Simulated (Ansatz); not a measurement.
# Preparing SnP2O7 (P-1) as a host crystal

Before any defect goes in: SnP2O7 (P-1) at rest, and how it screens a charge.

Main program and level: Ansatz 0.2.0; plane-wave PAW DFT, PBEsol; relaxation of the host's cell and atoms, in the first sound run; inputs show where later runs differ.

## 1. The structure

The cell holds 20 atoms: 2 Sn, 4 P and 14 O. Cell: a = 5.128 Å, b = 6.755 Å, c = 8.367 Å, α = 69.0°, β = 88.5°, γ = 88.6°.

## 2. Host cell relaxation

Lattice and positions are set free, within the symmetry that the program keeps.

The input, cell/input.yaml:

```yaml
crystal:
  lattice:
    - [5.1279504, 0.0, 0.0]
    - [0.1627302, 6.7529837, 0.0]
    - [0.2139197, 2.9953731, 7.8091849]
  atoms:
    - { symbol: Sn, position: [0.24150776, 0.20960975, 0.73104989] }
    - { symbol: Sn, position: [0.75849224, 0.79039025, 0.26895011] }
    - { symbol: P, position: [0.24580278, 0.11353679, 0.16630673] }
    - { symbol: P, position: [0.27668334, 0.45320211, 0.31030412] }
    - { symbol: P, position: [0.72331666, 0.54679789, 0.68969588] }
    - { symbol: P, position: [0.75419722, 0.88646321, 0.83369327] }
    - { symbol: O, position: [0.17727883, 0.2916122, 0.4767731] }
    - { symbol: O, position: [0.03468005, 0.94202198, 0.77683709] }
    - { symbol: O, position: [0.09498981, 0.64162578, 0.23646262] }
    - { symbol: O, position: [0.28694272, 0.34199472, 0.17284099] }
    - { symbol: O, position: [0.30178856, 0.14081279, 0.98302802] }
    - { symbol: O, position: [0.43676251, 0.96174431, 0.28798267] }
    - { symbol: O, position: [0.44600399, 0.48107943, 0.67872536] }
    - { symbol: O, position: [0.55399601, 0.51892057, 0.32127464] }
    - { symbol: O, position: [0.56323749, 0.03825569, 0.71201733] }
    - { symbol: O, position: [0.69821144, 0.85918721, 0.01697198] }
    - { symbol: O, position: [0.71305728, 0.65800528, 0.82715901] }
    - { symbol: O, position: [0.90501019, 0.35837422, 0.76353738] }
    - { symbol: O, position: [0.96531995, 0.05797802, 0.22316291] }
    - { symbol: O, position: [0.82272117, 0.7083878, 0.5232269] }
basis:
  ecutwfc: 420
  xc_grid: 2
hamiltonian:
  xc: pbesol
kpoints:
  mp_grid: { grid: [6, 5, 4] }
scf:
  occupations: { method: fixed }
  max_iter: 100
relax:
  f_tol: 0.005
  max_steps: 60
  cell: {}
output:
  forces: true
  stress: true
checkpoint:
  write: "../cell.run"
  compress: false
  write_wavefunctions: false
  write_every: 100000
```

Started as:

```console
> ansatz run input.yaml --threads 4 --pin off --max-ram 7536MiB --backend cpu --events-out ev --progress --plain --runs-dir out
```

Numbers of over 12 decimals in the logs are rounded to 6 here.

What it wrote:

```text
[... repeated set-up lines and file paths are left out, and long positions are rounded to six places ...]
Engine: ansatz 0.2.0, aarch64-unknown-linux-gnu
Pseudopotentials: kind: paw
Pseudopotential: Sn, paw, valence charge 14, recommended cutoff 420 eV (normal), Sn.paw.azcp
Pseudopotential: P, paw, valence charge 5, recommended cutoff 420 eV (normal), P.paw.azcp
Pseudopotential: O, paw, valence charge 6, recommended cutoff 420 eV (normal), O.paw.azcp
Functional definition: PBEsol
  exchange = pbesol_x
  correlation = pbesol_c
Crystal: 20 atoms, lattice volume = 270.424 Å³
Basis set: ecut = 420 eV, 5305 PW (Γ), exchange–correlation on 72×96×120 points (8 copies of the dense FFT grid, shifted against one another)
Bands: 86, of which v1, the nominal top of the filled ones, is band 66 counted from 1 (65 counted from 0)
Symmetry: 2 space group operations
Space group: P-1 (ITA 2), of the structure as read, at distance tolerance 6.5e-5 Å
k-points: 62 of 120
Non-local potential: Sn, projectors of the file, l = 0: 2, l = 1: 2, l = 2: 2, l = 3: 2
Non-local potential: P, projectors of the file, l = 0: 2, l = 1: 2, l = 2: 2
Non-local potential: O, projectors of the file, l = 0: 2, l = 1: 2, l = 2: 1
PAW form: soft (Blöchl's): semilocal exchange-correlation on the pseudo side does not see the compensation charge
PAW frozen core: Sn, regenerated for the run's functional, and the local potential with it (the file was generated under x = pbe(κ = 0.804, μ = 0.219515), c = pbe(β = 0.066725))
PAW frozen core: P, regenerated for the run's functional, and the local potential with it (the file was generated under x = pbe(κ = 0.804, μ = 0.219515), c = pbe(β = 0.066725))
PAW frozen core: O, regenerated for the run's functional, and the local potential with it (the file was generated under x = pbe(κ = 0.804, μ = 0.219515), c = pbe(β = 0.066725))
PAW one-centre angular grid: Sn, 590 points (default); XC on 64 Gauss nodes
PAW one-centre angular grid: P, 110 points (default); XC on 64 Gauss nodes
PAW one-centre angular grid: O, 110 points (default); XC on 64 Gauss nodes
Initial density: superposition of atomic densities (neutral atoms: chi_scale 0, normalization atom), corrected by the library's trained network
Initial wavefunctions: pseudopotential atomic-orbital guess
Functional: x = pbesol(κ = 0.804, μ = 0.123457), c = pbesol(β = 0.046)
SCF iter   1: F=—  HF=-22718.016734 eV  |F-HF|=—  |Δ(HF+E_count)|=         —  Δρ=1.21e-2  dr2=2.96e-1  ethr=1.77e-3  ⟨swp⟩=5.1  Hψ=20865  notcnv=0  defer=1116
preconditioner: auto → Resta (q_TF=auto, 2.421 Å⁻¹)  ε∞=3.0  [insulator: Δε(μ)=4.256 eV  Ē_g=18.404 eV  n_scr=62 (ndim 8)  ℏωp=25.9 eV  f_vac=0.207  ε∞_Penn≈3.0]
SCF iter   2: F=—  HF=-22717.935723 eV  |F-HF|=—  |Δ(HF+E_count)|=   8.10e-2  Δρ=2.08e-3  dr2=6.31e-3  ethr=2.25e-4  ⟨swp⟩=3.0  Hψ=8494  notcnv=0  defer=1116
SCF iter   3: F=—  HF=-22717.935663 eV  |F-HF|=—  |Δ(HF+E_count)|=   5.96e-5  Δρ=8.72e-4  dr2=1.54e-3  ethr=4.78e-6  ⟨swp⟩=3.0  Hψ=8671  notcnv=0  defer=744
automatic band count: iteration 3 solves 80 bands in place of 86: the levels show a gap, and the empty bands left out lie too high to hold charge; the band table lists the bands solved (type scf.n_extra_bands for more)
SCF iter   4: F=—  HF=-22717.936122 eV  |F-HF|=—  |Δ(HF+E_count)|=   4.59e-4  Δρ=4.95e-4  dr2=4.95e-4  ethr=1.17e-6  ⟨swp⟩=2.4  Hψ=7851  notcnv=0  defer=744
SCF iter   5: F=—  HF=-22717.936144 eV  |F-HF|=—  |Δ(HF+E_count)|=   2.23e-5  Δρ=1.04e-4  dr2=3.40e-5  ethr=3.75e-7  ⟨swp⟩=2.0  Hψ=7483  notcnv=0  defer=744
SCF iter   6: F=—  HF=-22717.936190 eV  |F-HF|=—  |Δ(HF+E_count)|=   4.57e-5  Δρ=2.92e-5  dr2=3.23e-6  ethr=2.58e-8  ⟨swp⟩=2.1  Hψ=7832  notcnv=0  defer=744
SCF iter   7: F=—  HF=-22717.936193 eV  |F-HF|=—  |Δ(HF+E_count)|=   3.79e-6  Δρ=2.31e-5  dr2=1.27e-6  ethr=2.45e-9  ⟨swp⟩=2.3  Hψ=7943  notcnv=0  defer=744
SCF iter   8: F=-22717.936194 eV  HF=-22717.936194 eV  |F-HF|=1.12e-7  |Δ(HF+E_count)|=   2.44e-7  Δρ=4.57e-6  dr2=6.14e-8  ethr=7.58e-11  ⟨swp⟩=4.7  Hψ=22732  notcnv=0
SCF 1 converged in 8 iterations: F = -22717.936194 eV  dr2 = 6.14e-8
  greatest PAW one-centre occupation: 0.997 electrons in one spin orbital (limit 2), on the Sn atom at site 1 (counted from 0), in its partial waves of l = 2
relax step   1: F+E_penalty+E_count = -22717.93619373 eV  Δ(F+E_penalty+E_count) = +0.000e0 eV  max|allowed force component| = 5.741e-1 eV/Å  Δτ_max = 0.0000 Å  P = +3.411 GPa  Ω = 270.424 Å³  (8 SCF iters, dr2 threshold 1.00e-7 eV, accepted)
[... the SCF cycles and remarks between the steps are left out from here to the last step ...]
relax step   2: F+E_penalty+E_count = -22717.97233812 eV  Δ(F+E_penalty+E_count) = -3.614e-2 eV  max|allowed force component| = 3.513e-1 eV/Å  Δτ_max = 0.0062 Å  P = +1.637 GPa  Ω = 272.784 Å³  energy of the carried Pulay correction = -1.033e-2 eV  (6 SCF iters, dr2 threshold 2.00e-6 eV, accepted)
relax step   3: F+E_penalty+E_count = -22717.98780141 eV  Δ(F+E_penalty+E_count) = -1.546e-2 eV  max|allowed force component| = 6.994e-2 eV/Å  Δτ_max = 0.0109 Å  P = +0.057 GPa  Ω = 274.100 Å³  energy of the carried Pulay correction = -1.606e-2 eV  (6 SCF iters, dr2 threshold 2.00e-6 eV, accepted)
relax step   4: F+E_penalty+E_count = -22717.98867984 eV  Δ(F+E_penalty+E_count) = -8.784e-4 eV  max|allowed force component| = 8.428e-2 eV/Å  Δτ_max = 0.0424 Å  P = +0.120 GPa  Ω = 273.996 Å³  energy of the carried Pulay correction = -1.561e-2 eV  (7 SCF iters, dr2 threshold 3.06e-7 eV, accepted)
relax step   5: F+E_penalty+E_count = -22717.99411306 eV  Δ(F+E_penalty+E_count) = -5.433e-3 eV  max|allowed force component| = 3.956e-2 eV/Å  Δτ_max = 0.0120 Å  P = -0.009 GPa  Ω = 273.441 Å³  energy of the carried Pulay correction = -1.320e-2 eV  (6 SCF iters, dr2 threshold 4.44e-7 eV, accepted)
relax step   6: F+E_penalty+E_count = -22717.99520676 eV  Δ(F+E_penalty+E_count) = -1.094e-3 eV  max|allowed force component| = 5.987e-2 eV/Å  Δτ_max = 0.0540 Å  P = +0.062 GPa  Ω = 273.468 Å³  energy of the carried Pulay correction = -1.331e-2 eV  (8 SCF iters, dr2 threshold 9.78e-8 eV, accepted)
relax step   7: F+E_penalty+E_count = -22717.99898387 eV  Δ(F+E_penalty+E_count) = -3.777e-3 eV  max|allowed force component| = 1.099e-2 eV/Å  Δτ_max = 0.0213 Å  P = +0.005 GPa  Ω = 272.905 Å³  energy of the carried Pulay correction = -1.086e-2 eV  (6 SCF iters, dr2 threshold 2.24e-7 eV, accepted)
relax step   8: F+E_penalty+E_count = -22717.99935629 eV  Δ(F+E_penalty+E_count) = -3.724e-4 eV  max|allowed force component| = 3.452e-3 eV/Å  Δτ_max = 0.0081 Å  P = -0.002 GPa  Ω = 272.840 Å³  energy of the carried Pulay correction = -1.058e-2 eV  (7 SCF iters, dr2 threshold 7.55e-9 eV, accepted)
relax step   9: F+E_penalty+E_count = -22717.99930321 eV  Δ(F+E_penalty+E_count) = +5.308e-5 eV  max|allowed force component| = 6.480e-3 eV/Å  Δτ_max = 0.0097 Å  P = -0.013 GPa  Ω = 272.855 Å³  energy of the carried Pulay correction = -1.064e-2 eV  (9 SCF iters, accepted)
relax step  10: F+E_penalty+E_count = -22717.99932261 eV  Δ(F+E_penalty+E_count) = -1.940e-5 eV  max|allowed force component| = 1.523e-3 eV/Å  Δτ_max = 0.0019 Å  P = +0.002 GPa  Ω = 272.852 Å³  energy of the carried Pulay correction = -1.063e-2 eV  (6 SCF iters, dr2 threshold 2.62e-9 eV, accepted)
relax step  11: F+E_penalty+E_count = -22718.01205069 eV  Δ(F+E_penalty+E_count) = -1.273e-2 eV  max|allowed force component| = 1.518e-3 eV/Å  Δτ_max = 0.0000 Å  P = +0.081 GPa  Ω = 272.852 Å³  stress off target by 1.91e-1 GPa  SCF on the basis re-selected at this cell (its energy is not comparable with the rows above)  (6 SCF iters)
relax step  12: F+E_penalty+E_count = -22718.01109029 eV  Δ(F+E_penalty+E_count) = +9.604e-4 eV  max|allowed force component| = 6.229e-3 eV/Å  Δτ_max = 0.0174 Å  P = +0.009 GPa  Ω = 273.180 Å³  energy of the carried Pulay correction = -1.444e-3 eV  (7 SCF iters, dr2 threshold 9.10e-8 eV, accepted)
relax step  13: F+E_penalty+E_count = -22718.01024892 eV  Δ(F+E_penalty+E_count) = +8.414e-4 eV  max|allowed force component| = 1.620e-2 eV/Å  Δτ_max = 0.0283 Å  P = -0.037 GPa  Ω = 273.384 Å³  energy of the carried Pulay correction = -2.354e-3 eV  (9 SCF iters, dr2 threshold 2.43e-9 eV, accepted)
relax step  14: F+E_penalty+E_count = -22718.01051722 eV  Δ(F+E_penalty+E_count) = -2.683e-4 eV  max|allowed force component| = 5.379e-3 eV/Å  Δτ_max = 0.0065 Å  P = +0.001 GPa  Ω = 273.340 Å³  energy of the carried Pulay correction = -2.162e-3 eV  (7 SCF iters, dr2 threshold 1.64e-8 eV, accepted)
relax step  15: F+E_penalty+E_count = -22718.01045432 eV  Δ(F+E_penalty+E_count) = +6.289e-5 eV  max|allowed force component| = 1.800e-3 eV/Å  Δτ_max = 0.0018 Å  P = -0.000 GPa  Ω = 273.359 Å³  energy of the carried Pulay correction = -2.243e-3 eV  (7 SCF iters, dr2 threshold 1.81e-9 eV, accepted)
iter 1 solved again at ethr=2.07e-7 eV; its pass at ethr=3.10e-3 eV (dr2=2.73e-4 eV) is discarded
SCF iter   1: F=—  HF=-22718.012638 eV  |F-HF|=—  |Δ(HF+E_count)|=         —  Δρ=5.90e-5  dr2=5.72e-7  ethr=2.07e-7  ⟨swp⟩=4.6  Hψ=35746  notcnv=0  defer=1116
SCF iter   2: F=—  HF=-22718.012819 eV  |F-HF|=—  |Δ(HF+E_count)|=   1.81e-4  Δρ=2.97e-5  dr2=1.46e-7  ethr=4.33e-10  ⟨swp⟩=3.8  Hψ=10711  notcnv=0  defer=1116
SCF iter   3: F=—  HF=-22718.012884 eV  |F-HF|=—  |Δ(HF+E_count)|=   6.50e-5  Δρ=5.06e-6  dr2=2.12e-8  ethr=1.11e-10  ⟨swp⟩=2.3  Hψ=7506  notcnv=0  defer=1116
SCF iter   4: F=—  HF=-22718.012885 eV  |F-HF|=—  |Δ(HF+E_count)|=   1.04e-6  Δρ=5.14e-7  dr2=4.85e-10  ethr=1.60e-11  ⟨swp⟩=2.8  Hψ=7670  notcnv=0  defer=1116
SCF iter   5: F=-22718.012885 eV  HF=-22718.012885 eV  |F-HF|=1.31e-10  |Δ(HF+E_count)|=  3.97e-10  Δρ=2.29e-7  dr2=9.10e-11  ethr=1.00e-12  ⟨swp⟩=6.6  Hψ=20317  notcnv=0
SCF 16 converged in 5 iterations: F = -22718.012885 eV  dr2 = 9.10e-11
relax step  16: F+E_penalty+E_count = -22718.01288497 eV  Δ(F+E_penalty+E_count) = -2.431e-3 eV  max|allowed force component| = 1.678e-3 eV/Å  Δτ_max = 0.0000 Å  P = +0.006 GPa  Ω = 273.359 Å³  stress off target by 3.71e-2 GPa  SCF on the basis re-selected at this cell (its energy is not comparable with the rows above)  (5 SCF iters)
basis re-selected at this cell: Δ(F+E_penalty+E_count) = -2.431e-3 eV, ΔP = +0.007 GPa vs the last step (what re-selecting the basis moved, of the pressure what is left beyond the Pulay correction that the steps carried, after the strain that the cell walked [...]
SCF converged after 5 iterations
Free energy (F): -22718.012885 eV
Harris-Foulkes:  -22718.012885 eV  (|F-HF|=1.31e-10)
Internal energy: -22718.012885 eV  (E = F + TS)
E sigma→0 (E₀):  -22718.012885 eV
Fermi energy:    2.990183 eV
--- Per-component energies (eV) ---
  E_band       = -791.385389
  E_kinetic    = 3169.303089
  E_local      = -10338.276397  (includes V_loc(G=0)·N_el)
  E_nonlocal   = 747.219768
  E_hartree    = 4333.336629
  E_xc         = -2020.609115
  E_vxc        = -1744.881624  (∫ρ·V_xc dr)
  E_paw        = -12514.788538  (= ΣΔE_a)
  E_vpaw       = -1291.458813  (= ΣTr[D̂ρ^β])
  E_aug_tail   = 0.035126  (compensation charges beyond the density's cutoff)
  E_ewald      = -6095.481542
  E_core_change = 1.248095  (= ΣΔE_core)
  E_smearing   = -0.000000  (= −TS)
  E_closure    = -0.000000  (closes the sum)
  Σ components = -22718.012885   (vs F -22718.012885, Δ=0.00e0)
--- Forces (eV/Å), atoms counted from 1 ---
  atom   1  Sn     0.00008925    -0.00087182     0.00067480
  atom   2  Sn    -0.00008925     0.00087182    -0.00067480
  atom   3  P     -0.00076438    -0.00104009    -0.00167755
  atom   4  P     -0.00027412    -0.00003579    -0.00048017
  atom   5  P      0.00027412     0.00003579     0.00048017
  atom   6  P      0.00076438     0.00104009     0.00167755
  atom   7  O     -0.00023954     0.00010771     0.00020752
  atom   8  O     -0.00004185     0.00005604    -0.00032520
  atom   9  O     -0.00017764    -0.00012554     0.00005419
  atom  10  O      0.00035474     0.00023199     0.00055746
  atom  11  O      0.00003068     0.00039236     0.00037590
  atom  12  O      0.00060518    -0.00007955     0.00061600
  atom  13  O     -0.00021146    -0.00000368    -0.00014441
  atom  14  O      0.00021146     0.00000368     0.00014441
  atom  15  O     -0.00060518     0.00007955    -0.00061600
  atom  16  O     -0.00003068    -0.00039236    -0.00037590
  atom  17  O     -0.00035474    -0.00023199    -0.00055746
  atom  18  O      0.00017764     0.00012554    -0.00005419
  atom  19  O      0.00004185    -0.00005604     0.00032520
  atom  20  O      0.00023954    -0.00010771    -0.00020752
  max |Σ_I F_I| component: 1.63e-19 eV/Å
--- Stress (GPa, compression-positive) ---
       -0.013550      -0.009979      -0.009489
       -0.009978       0.016563       0.017462
       -0.009492       0.017466       0.015177
  P = ⅓ Tr σ = 0.0061 GPa (0.061 kbar)
--- Relaxed structure (14 steps of the walk, 14 accepted, 2 SCFs on fresh bases) ---
  F+E_penalty+E_count = -22718.01288497 eV   max|allowed force component| = 1.678e-3 eV/Å   (the final SCF, on the basis selected at the relaxed cell)
  cell:  # Å, volume = 273.3588 Å³
    - [5.101283, -0.018723, -0.020929]
    - [0.137228, 6.804486, 0.054578]
    - [0.169999, 3.081583, 7.898837]
  atoms:
    - { symbol: Sn, position: [0.242825, 0.213931, 0.732592] }
    - { symbol: Sn, position: [0.757175, 0.786069, 0.267408] }
    - { symbol: P, position: [0.249833, 0.115692, 0.161918] }
    - { symbol: P, position: [0.274885, 0.447445, 0.315908] }
    - { symbol: P, position: [0.725115, 0.552555, 0.684092] }
    - { symbol: P, position: [0.750167, 0.884308, 0.838082] }
    - { symbol: O, position: [0.169815, 0.283622, 0.481263] }
    - { symbol: O, position: [0.037693, 0.941376, 0.794017] }
    - { symbol: O, position: [0.096491, 0.639992, 0.238242] }
    - { symbol: O, position: [0.283856, 0.340359, 0.177598] }
    - { symbol: O, position: [0.324804, 0.159630, 0.978711] }
    - { symbol: O, position: [0.436225, 0.957820, 0.287350] }
    - { symbol: O, position: [0.442438, 0.490798, 0.669276] }
    - { symbol: O, position: [0.557562, 0.509202, 0.330724] }
    - { symbol: O, position: [0.563775, 0.042180, 0.712650] }
    - { symbol: O, position: [0.675196, 0.840370, 0.021289] }
    - { symbol: O, position: [0.716144, 0.659641, 0.822402] }
    - { symbol: O, position: [0.903509, 0.360008, 0.761758] }
    - { symbol: O, position: [0.962307, 0.058624, 0.205983] }
    - { symbol: O, position: [0.830185, 0.716378, 0.518737] }
```

The job ended after 6.5 min (4 threads of Arm Neoverse V1, shared host; peak memory 1.5 GiB).

The steps of the relaxation:

| step | energy less that of the first step (eV) | largest force component (eV/Å) | pressure (GPa) | volume (Å³) |
| --- | --- | --- | --- | --- |
| 1 | 0.0000 | 0.5741 | 3.41 | 270.42 |
| 2 | -0.0361 | 0.3513 | 1.64 | 272.78 |
| 3 | -0.0516 | 0.0699 | 0.06 | 274.10 |
| 4 | -0.0525 | 0.0843 | 0.12 | 274.00 |
| 5 | -0.0579 | 0.0396 | -0.01 | 273.44 |
| 6 | -0.0590 | 0.0599 | 0.06 | 273.47 |
| 7 | -0.0628 | 0.0110 | 0.01 | 272.90 |
| 8 | -0.0632 | 0.0035 | 0.00 | 272.84 |
| 9 | -0.0631 | 0.0065 | -0.01 | 272.85 |
| 10 | -0.0631 | 0.0015 | 0.00 | 272.85 |
| 11 | -0.0759 | 0.0015 | 0.08 | 272.85 |
| 12 | -0.0749 | 0.0062 | 0.01 | 273.18 |
| 13 | -0.0741 | 0.0162 | -0.04 | 273.38 |
| 14 | -0.0743 | 0.0054 | 0.00 | 273.34 |
| 15 | -0.0743 | 0.0018 | 0.00 | 273.36 |
| 16* | -0.0767 | 0.0017 | 0.01 | 273.36 |

Relaxation steps marked * repeat the geometry before them on a plane-wave basis chosen anew for their cell, so energy and pressure can jump there. The log counts 2 steps on a newly chosen plane-wave basis, not all of them marked here; energy and pressure can jump at such steps.

Forces are held to the 2 operations that the run works with; a distortion that breaks them can't arise in this run.

| cell as run | before | after | change |
| --- | --- | --- | --- |
| a (Å) | 5.128 | 5.101 | -0.5 % |
| b (Å) | 6.755 | 6.806 | +0.8 % |
| c (Å) | 8.367 | 8.480 | +1.4 % |
| α (°) | 68.99 | 68.21 | -1.1 % |
| β (°) | 88.53 | 89.15 | +0.7 % |
| γ (°) | 88.62 | 89.06 | +0.5 % |
| volume (Å³/atom) | 13.52 | 13.67 | +1.1 % |

The atoms that moved most (Å, as changes of fractional coordinates times the final cell):

| atom | dx | dy | dz | length |
| --- | --- | --- | --- | --- |
| O11 | 0.119 | 0.114 | -0.034 | 0.169 |
| O16 | -0.119 | -0.114 | 0.034 | 0.169 |
| O19 | -0.018 | -0.048 | -0.136 | 0.145 |
| O8 | 0.018 | 0.048 | 0.136 | 0.145 |
| O14 | 0.018 | -0.037 | 0.074 | 0.085 |
| O13 | -0.018 | 0.037 | -0.074 | 0.085 |
| O7 | -0.038 | -0.040 | 0.035 | 0.066 |
| O20 | 0.038 | 0.040 | -0.035 | 0.066 |

This step gave:

```yaml
pressure: 0.006064 GPa
```

The relaxation ends with a largest force component of 0.0017 eV/Å and a pressure of 0.01 GPa.

(Continued in part 2 of 4.)

[Logs are printed without paths, hosts, clocks, repeated set-up lines and the standing remarks that a program may print on its own settings, such as how far it seeks lower states.]

[Hosts, paths, dates, database ids (printed as entryN), source tags and the programs' standing remarks are cut or masked in the printed files.]

[Runs of the host that timed out are not shown.]

[For some hosts the program warned that the k-mesh of the response run may be too coarse for force constants and the static dielectric constant; such warnings are not always shown.]
